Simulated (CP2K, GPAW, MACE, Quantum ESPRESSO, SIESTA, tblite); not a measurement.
# Predicting plane-wave site energies from SIESTA DZP, PBE: a vacancy of C in CdSe(11-20)/C(110) interface (60 atoms)

The cell holds 60 atoms: 6 Cd, 6 Se and 48 C. Its edges and angles: a = 7.010 Å, b = 7.448 Å, c = 12.063 Å, α = 90.0°, β = 90.0°, γ = 90.0°. It derives from CdSe. Wurtzite CdSe(11-20), 3 repeat layers, 1 surface cells, strained +0.00 and -0.00 %; diamond-structure C(110), 4 layers, 6 cells, -1.74 and -1.57 %; outer planes 1.94 Å apart and 1.99 Å at the second interface of the periodic stack; not relaxed, displaced by a Gaussian of 0.02 Å. Then the atoms were relaxed with MACE MP-0b3 medium in the fixed cell. Regions: CdSe, 12 atoms (6 Cd and 6 Se); C, 48 atoms (48 C).

Calculated with Quantum ESPRESSO 7.5: PBE; plane waves, SSSP efficiency, 60/480 Ry; k-points Γ. The cheaper level is PBE; DZP orbitals, shift 0.01 Ry, mesh 300 Ry; k-points Γ. Each row is one cell with a vacancy of C, relaxed with MACE MP-0b3 medium; both levels solve the same cells, and energies are counted from site C34 at each level.

```
energy from SIESTA DZP, PBE (eV)  energy from plane waves (eV)  site
                           0.000                             0   C34
                           0.205                             ?     ?
                           1.018                         1.331   C27
                           2.951                         2.783   C31
                           3.772                         3.305   C55
```

**Question.** Fit a straight line to the rows given and interpolate to the withheld row.

Worked fit:

Take u as the energy from SIESTA DZP, PBE and v as that from plane waves.

| u (eV) | v (eV) |
| --- | --- |
| 0 | 0 |
| 1.01793 | 1.33092 |
| 2.95069 | 2.78297 |
| 3.77220 | 3.30547 |

With n = 4: mean u = 1.93521, mean v = 1.85484, Σ(u − ū)² = 8.9922, Σ(u − ū)(v − v̄) = 7.6774. Slope b = 7.6774 / 8.9922 = 0.85378; intercept a = v̄ − b ū = 0.20260.

At the withheld site u = 0.2053, and v = a + b u.

Prediction at 0.205: 0.3778 eV. The run gave 0.4025 eV, so the fit is low by 0.025 eV (6.1 % of the value).

The slope of 0.85 says that SIESTA DZP, PBE spreads the sites about as widely as plane waves do. Taken as it stands, without the line, its value misses the withheld site by 0.20 eV. Among the rows given, the largest miss of the fit is at 1.018, by 0.26 eV (7.8 % of the range of the table).

Limits: Few sites, one cell. The geometries are those of MACE MP-0b3 medium, not of DFT.

[Logs are printed without paths, hosts, clocks, repeated set-up lines and the standing remarks that a program may print on its own settings, such as how far it seeks lower states.]

[Hosts, paths, dates, database ids (printed as entryN), source tags and the programs' standing remarks are cut or masked in the printed files.]
